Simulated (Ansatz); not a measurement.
## SiC (F-43m): refractive index against wavelength

The refractive index of SiC (F-43m) below the direct gap (4.55 eV on the mesh) is read from one computed spectrum, n = √(Re ε).

It takes space group F-43m (No. 216, cubic). The conventional cell has a = 4.358 Å, b = 4.358 Å, c = 4.358 Å, α = 90.00°, β = 90.00°, γ = 90.00°. Around Si on site a lie 4 C at 1.89 Å. C on site c is surrounded by 4 Si at 1.89 Å.

Method: Ansatz 0.2.0, PBE, independent particles, k-mesh 14×14×14 with interpolation inside its cells, Gaussian parameter 0.2 eV.

Launch of the response step: `ansatz run input.yaml --threads 4 --pin off --max-ram 8192MiB --backend cpu --events-out ev --progress --plain --runs-dir out`. The run took 3 s, on 4 threads of AMD EPYC 7B13 (Zen 3), on a shared host.

| wavelength (nm) | photon energy E (eV) | n |
| --- | --- | --- |
| 1064 | 1.165 | 2.7133 |
| 850 | 1.459 | 2.7313 |
| 700 | 1.771 | 2.7559 |
| 633 | 1.959 | 2.7735 |
| 532 | 2.331 | 2.8158 |
| 450 | 2.755 | 2.8783 |
| 405 | 3.061 | ? |

In the single-oscillator model n² − 1 = E₀E_d/(E₀² − E²), so 1/(n² − 1) = E₀/E_d − E²/(E₀E_d) is linear in E².

Working, on the rows shown:

| x = E² (eV²) | y = 1/(n² − 1) |
| --- | --- |
| 1.35784 | 0.157183 |
| 2.12762 | 0.154799 |
| 3.13716 | 0.15163 |
| 3.83641 | 0.149425 |
| 5.43137 | 0.144327 |
| 7.59115 | 0.137276 |

Means: x̄ = 3.9136, ȳ = 0.14911. Σ(x − x̄)(y − ȳ) = -0.08356, Σ(x − x̄)² = 26.16. Slope = -0.08356 / 26.16 = -0.003194; intercept = ȳ − slope · x̄ = 0.16161. Turned back into n, the line misses the rows shown by at most 0.00077.

Q: Fill in the last column of the withheld row.

A: At x = 9.3718 the line gives y = 0.13167, that is 2.9317. The run gave 2.9354, so the extrapolation is off by 0.0037, 1.7 % of the range in the table.

Refitted with all rows, the slope is -0.003229 and the intercept 0.16171. These give E₀ = √(intercept/−slope) = 7.08 eV and E_d = E₀/intercept = 43.8 eV; E₀ is 1.6 times the direct gap. The electronic limit at long wavelengths, without lattice vibrations, is n = √(1 + 1/intercept) = 2.680. Excitons are left out and so are local fields; PBE gaps are as a rule too small.
